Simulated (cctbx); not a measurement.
# What is wrong with this refinement?

Cell a = 7.6510 Å, b = 13.6000 Å, c = 11.1460 Å, α = 90.00°, β = 90.00°, γ = 90.00°; space group Imma (no. 74).

Simulated single-crystal data (cctbx): Mo Kα, λ = 0.71073 Å, to d = 0.77 Å, 80 % of the full sphere, strongest reflection 70000 counts, noise from counting, a 3 % proportional error and a noise floor of 15 counts (s.d.); no absorption.

An anisotropic refinement with weights 1/σ² prints:

```text
Rint 0.026, 747 unique reflections to 0.77 A
cycle     R1     wR2    GooF  max shift (A)
   1  0.0372  0.1039   5.029   0.00237
   2  0.0094  0.0214   1.037   0.00000
final R1 0.0094 wR2 0.0214 GooF 1.037  parameters 44  data/parameter 17.0
atom        x        y        z      Ueq    occ   su(xyz)  su(Uiso or U11)
Tl1    0.50000  0.25000  0.16271   0.0077  1.000  0.00001  0.0001
Ga1    0.83591  0.04930  0.16664   0.0136  1.000  0.00003  0.0001
Ga2    0.50000  0.35497  0.89729   0.0133  1.000  0.00003  0.0002
Ga3    0.00000  0.83369  0.94988   0.0123  1.000  0.00003  0.0002
Ga4    0.00000  0.90048  0.15731   0.0126  1.000  0.00003  0.0002
Ga5    0.50000  0.75000  0.24972   0.0135  1.000  0.00004  0.0003
Ge1    0.75198  0.07537  0.96500   0.0158  1.000  0.00003  0.0001
difference map: max 0.58 min -0.69 rms 0.13
Q1    0.0000  0.1036  0.7200    8    0.61  1.37 A from Ga4
Q2    0.0000  0.2500  0.4446    4    0.59  1.20 A from Tl1
Q3    0.0000  0.0281  0.2961    8    0.55  1.93 A from Ga1
Q4    0.0900  0.0843  0.3218   16    0.50  1.88 A from Ga1
Q5    0.2339  0.2500  0.9674    8    0.48  2.31 A from Ga3
Q6    0.1488  0.0353  0.9761   16    0.42  0.94 A from Ge1
```

**Question.** Can this result stand? If not, what is the likely fault?

Mend it. The fault: wrong element: Ge1 is Ga. Against the right model at the same level, R1 goes from 0.0083 to 0.0094 and GooF from 0.90 to 1.04. Ge1 has 1 electron too many and its U swells to shed them, as expected (near an absorption edge f′ can widen the mismatch well beyond the difference in Z). The signs are weak, and the output alone doesn't single this fault out.

The compound is TlGa15. The right model at the same level gives:

```text
Rint 0.026, 747 unique reflections to 0.77 A
cycle     R1     wR2    GooF  max shift (A)
   1  0.0341  0.0968   4.686   0.00247
   2  0.0083  0.0186   0.899   0.00000
final R1 0.0083 wR2 0.0186 GooF 0.899  parameters 44  data/parameter 17.0
atom        x        y        z      Ueq    occ   su(xyz)  su(Uiso or U11)
Tl1    0.50000  0.25000  0.16271   0.0078  1.000  0.00001  0.0001
Ga1    0.83591  0.04929  0.16662   0.0137  1.000  0.00003  0.0001
Ga2    0.50000  0.35498  0.89730   0.0135  1.000  0.00003  0.0001
Ga3    0.00000  0.83369  0.94988   0.0125  1.000  0.00003  0.0001
Ga4    0.00000  0.90048  0.15730   0.0127  1.000  0.00003  0.0001
Ga5    0.50000  0.75000  0.24972   0.0136  1.000  0.00004  0.0002
Ga6    0.75198  0.07537  0.96501   0.0138  1.000  0.00003  0.0001
difference map: max 0.58 min -0.68 rms 0.12
Q1    0.0000  0.1028  0.7221    8    0.60  1.35 A from Ga4
Q2    0.0000  0.2500  0.4446    4    0.59  1.20 A from Tl1
Q3    0.0000  0.0289  0.2973    8    0.53  1.94 A from Ga1
Q4    0.2338  0.2500  0.9687    8    0.50  2.31 A from Ga3
Q5    0.0914  0.0843  0.3195   16    0.48  1.85 A from Ga1
Q6    0.1637  0.0408  0.9766   16    0.41  0.81 A from Ga6
```

Isotropic U is held between 0.0001 and 1 Å² by the program, and listed peak heights are interpolated, so they can pass the grid's maximum.

The model was made for the exercise: a known structure type with other elements put in, its volume estimated, not relaxed; displacement parameters are assumed.

[Middle refinement cycles are left out of these outputs.]

[Logs are printed without paths, hosts, clocks, repeated set-up lines and the standing remarks that a program may print on its own settings, such as how far it seeks lower states.]
